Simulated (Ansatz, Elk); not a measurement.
# How far do independent atoms describe ZnBiH6?

Structure refinements treat a crystal as free atoms side by side. For a made-up structure of ZnBiH6 (cell and positions from a PBEsol relaxation) the runs below show what the calculated density changes in F(hkl).

Calculated with Elk 11.2.3 (patched build); DFT, PBE, all-electron APW+lo, Dirac cores, scalar-relativistic bands, static density, no spin.

This account leaves out most program logs.

The structure was built from a prototype and need not be the compound's stable phase.

## Step 1: The starting structure

The structure is trigonal, space group R-3m (No. 166). Conventional cell: a = 6.435 Å, b = 6.435 Å, c = 5.946 Å, α = 90.00°, β = 90.00°, γ = 120.00°. Nearest to Bi lie 6 H at 2.29 Å. Nearest to Zn lie 6 H at 1.70 Å. Nearest to H lie 1 Zn at 1.70 Å and 1 Bi at 2.29 Å and 3 H at 2.29 to 2.30 Å. Farther neighbours are not listed.

## Step 2: Ground state and structure factors

An all-electron density is needed, since X-rays see the cores too. Task 0 finds the density and task 195 Fourier-transforms it; tshift is off so that phases refer to the origin typed.

File elk.in:

```
tasks
  0
  195

xctype
  20

spinpol
  .false.

rgkmax
  7.0

gmaxvr
  14.0

lmaxo
  7

lmaxapw
  8

swidth
  0.002

tshift
  .false.

ramdisk
  .false.

hmaxvr
  5.5

maxscl
  120

epspot
  1e-06

sppath
  './'

avec
  6.08011072235 3.51035356194 3.74537400556
  -6.08011072235 3.51035356194 3.74537400556
  -0.00000000000 -7.02070712481 3.74537400470

atoms
  3
  'Bi.in'
  1
  0.5000000000 0.5000000000 0.5000000000   0.000000 0.000000 0.000000
  'Zn.in'
  1
  0.0000000000 -0.0000000000 -0.0000000000   0.000000 0.000000 0.000000
  'H.in'
  6
  0.7176989251 0.7176989251 0.1025125623   0.000000 0.000000 0.000000
  0.7176989251 0.1025125623 0.7176989251   0.000000 0.000000 0.000000
  0.1025125623 0.7176989251 0.7176989251   0.000000 0.000000 0.000000
  0.2823010749 0.2823010749 0.8974874377   0.000000 0.000000 0.000000
  0.2823010749 0.8974874377 0.2823010749   0.000000 0.000000 0.000000
  0.8974874377 0.2823010749 0.2823010749   0.000000 0.000000 0.000000

ngridk
  6 6 6
```

Started as:

```
$ OMP_NUM_THREADS=4 elk
```

Wall time 81 s (4 threads of AMD EPYC 7B13 (Zen 3), shared host); peak memory 0.32 GiB; 4.9 min of CPU time.

SFACRHO.OUT:

```text

h k l indices transformed by vhmat matrix:
   1.000000000       0.000000000       0.000000000    
   0.000000000       1.000000000       0.000000000    
   0.000000000       0.000000000       1.000000000    

      h      k      l  multipl.   |H|            Re(F)            Im(F)           |F|

      0      0      0      1   0.0000000       119.00000      0.20810105E-15   119.00000    
      0      0      1      6  0.81772305      -48.712271     -0.23504851E-13   48.712271    
      1      0     -1      6   1.0333998       98.895237      0.43291567E-14   98.895237    
      1      0      1      6   1.2675838       95.307136      0.44695618E-13   95.307136    
     -1     -1      1      6   1.3177959      -44.854419      0.22159302E-13   44.854419    
      0     -2      0      6   1.6354461       87.527163     -0.43499575E-13   87.527163    
      2     -1      0     12   1.6746645      -45.341488     -0.21370336E-13   45.341488    
      1      1      1      2   1.6775855      -46.459965      0.22661445E-13   46.459965    
     -1     -1      2      6   1.7899010       85.268842     -0.83983040E-14   85.268842    
     -1      2      1     12   1.9345798       85.001223      0.40041449E-13   85.001223    
      2      0      1     12   1.9703321      -41.845340      0.20599246E-13   41.845340    
      2     -2      0      6   2.0667996       82.477563      0.24050871E-15   82.477563    
     -2      2      1     12   2.2226857      -40.212636     -0.19611210E-13   40.212636    
      2      1      1      6   2.3149859       77.671750      0.17913998E-12   77.671750    
      0      1     -3     12   2.4245473       75.962067      0.13894253E-13   75.962067    
      3     -1     -1      6   2.4511726      -39.555145     -0.94272912E-13   39.555145    
     -1      2      2      6   2.4531691      -38.521959      0.20202731E-13   38.521959    
     -3      0      0      6   2.4531691      -39.039050      0.81220440E-13   39.039050
```

Elk indexes on the primitive cell of elk.in and gives |H| = 4π sin θ/λ in inverse bohr. Below, one row stands for each form hkl of the conventional cell (m members, Friedel mates merged), F is for one primitive cell and the density is static (no thermal factor). Free-atom factors are Waasmaier and Kirfel's, and R is Σm||F|−|F'||/Σm|F|.

| hkl | m | sin θ/λ (Å⁻¹) | abs F, DFT | neutral atoms | diff. |
| --- | --- | --- | --- | --- | --- |
| 101 | 6 | 0.123 | 48.712 | 48.911 | -0.199 |
| 110 | 6 | 0.155 | 98.895 | 99.204 | -0.309 |
| 012 | 6 | 0.191 | 95.307 | 95.531 | -0.224 |
| 021 | 6 | 0.198 | 44.854 | 44.939 | -0.085 |
| 202 | 6 | 0.246 | 87.527 | 88.034 | -0.507 |
| 211 | 12 | 0.252 | 45.342 | 44.813 | +0.528 |
| 003 | 2 | 0.252 | 46.460 | 45.632 | +0.828 |
| 300 | 6 | 0.269 | 85.269 | 85.688 | -0.419 |
| 122 | 12 | 0.291 | 85.001 | 85.020 | -0.019 |
| 113 | 12 | 0.296 | 41.845 | 41.586 | +0.260 |
| 220 | 6 | 0.311 | 82.478 | 82.572 | -0.094 |
| 131 | 12 | 0.334 | 40.213 | 40.110 | +0.102 |
| 104 | 6 | 0.348 | 77.672 | 77.832 | -0.160 |
| 312 | 12 | 0.365 | 75.962 | 76.160 | -0.198 |

## Step 3: The highest occupied states alone

An energy window below the Fermi level keeps the highest occupied states, to see at which angles they scatter; shallow core shells can lie inside it and anion s states outside. No new self-consistency is needed.

elk.in, as its differences from that of step 2:

```diff
@@ -1,3 +1,2 @@
 tasks
-  0
   195
@@ -40,2 +39,5 @@
 
+wsfac
+  -0.191370 0.476120
+
 sppath
```

Started as:

```
$ OMP_NUM_THREADS=4 elk
```

Run time: 6.8 s. Hardware: 4 threads; peak memory 0.16 GiB; 10 s of CPU time.

States within 10 eV below the Fermi level hold 21.00 electrons; any levels below the window count with the cores. Their amplitudes can exceed the total, where window and core parts have opposite phase:

| hkl | sin θ/λ (Å⁻¹) | abs F, window | abs F, all |
| --- | --- | --- | --- |
| 101 | 0.123 | 9.216 | 48.712 |
| 110 | 0.155 | 8.445 | 98.895 |
| 012 | 0.191 | 7.830 | 95.307 |
| 021 | 0.198 | 8.625 | 44.854 |
| 202 | 0.246 | 5.005 | 87.527 |
| 211 | 0.252 | 4.912 | 45.342 |
| 003 | 0.252 | 3.834 | 46.460 |
| 300 | 0.269 | 4.814 | 85.269 |
| 122 | 0.291 | 6.473 | 85.001 |
| 113 | 0.296 | 5.698 | 41.845 |

## Step 4: Another functional

The difference from free atoms is small, so it is set against the change that LDA (Perdew-Wang) makes.

elk.in, as its differences from that of step 3:

```diff
@@ -1,2 +1,3 @@
 tasks
+  0
   195
@@ -4,3 +5,3 @@
 xctype
-  20
+  3
 
@@ -39,5 +40,2 @@
 
-wsfac
-  -0.191370 0.476120
-
 sppath
```

Started as:

```
$ OMP_NUM_THREADS=4 elk
```

Elapsed: 57 s, on 4 threads; peak memory 0.3 GiB.

Against the first run R = 0.03 %; the largest change is -0.140 at 003.

## Step 5: Basis size

The basis and the expansions that go with it are enlarged, to see whether the differences are converged.

elk.in, as its differences from that of step 4:

```diff
@@ -5,3 +5,3 @@
 xctype
-  3
+  20
 
@@ -11,12 +11,12 @@
 rgkmax
-  7.0
+  8.5
 
 gmaxvr
-  14.0
+  18.0
 
 lmaxo
-  7
+  9
 
 lmaxapw
-  8
+  10
```

Started as:

```
$ OMP_NUM_THREADS=4 elk
```

It took 4.9 min on 4 threads; peak memory 0.7 GiB.

Against the first run R = 0.00 %; the largest change is -0.004 at 006.

## Step 6: Settings against the effect

| run | R against the first run (%) | R against neutral atoms, low angle (%) | wall time |
| --- | --- | --- | --- |
| PBE, rgkmax 7 | 0.00 | 0.44 | 81 s |
| LDA (Perdew-Wang) | 0.03 | 0.42 | 57 s |
| rgkmax 8.5 with larger expansions | 0.00 | 0.44 | 4.9 min |

## Step 7: Results

- R against neutral atoms, sin θ/λ < 0.3 Å⁻¹: 0.44 %
- R against neutral atoms, 0.3 to 0.82 Å⁻¹: 0.10 %

**Reading.** Independent neutral atoms miss the calculated amplitudes by R = 0.44 % below 0.3 Å⁻¹ and 0.10 % from there to 0.82 Å⁻¹; by shells, 0.41 % below 0.15 Å⁻¹ (1 form), 0.44 % 0.15 to 0.3 (9 forms), 0.16 % 0.3 to 0.45 (15 forms), 0.09 % above 0.45 (114 forms). Bonding, aspherical density and the tables' own atoms all enter these figures, and the runs don't part them. The largest change of an amplitude is +0.83 electrons, at 003. The window's part falls from 21.0 electrons at the origin to at most 3.42 between 0.45 and 0.82 Å⁻¹, where compact states inside the window still scatter. Below 0.3 Å⁻¹ the changes that finished (LDA (Perdew-Wang) and rgkmax 8.5 with larger expansions) move F by R = 0.08 % at most, against the 0.44 % that separates it from free atoms. The k-mesh has no finished test. Spin-orbit coupling is left out, which can matter for elements this heavy. Part of the difference isn't bonding: the tables are fits to free atoms and ions calculated by other methods than this functional. Thermal motion, anomalous dispersion and extinction are left out.

[Logs are printed without paths, hosts, clocks, repeated set-up lines and the standing remarks that a program may print on its own settings, such as how far it seeks lower states.]

[Hosts, paths, dates, database ids (printed as entryN), source tags and the programs' standing remarks are cut or masked in the printed files.]
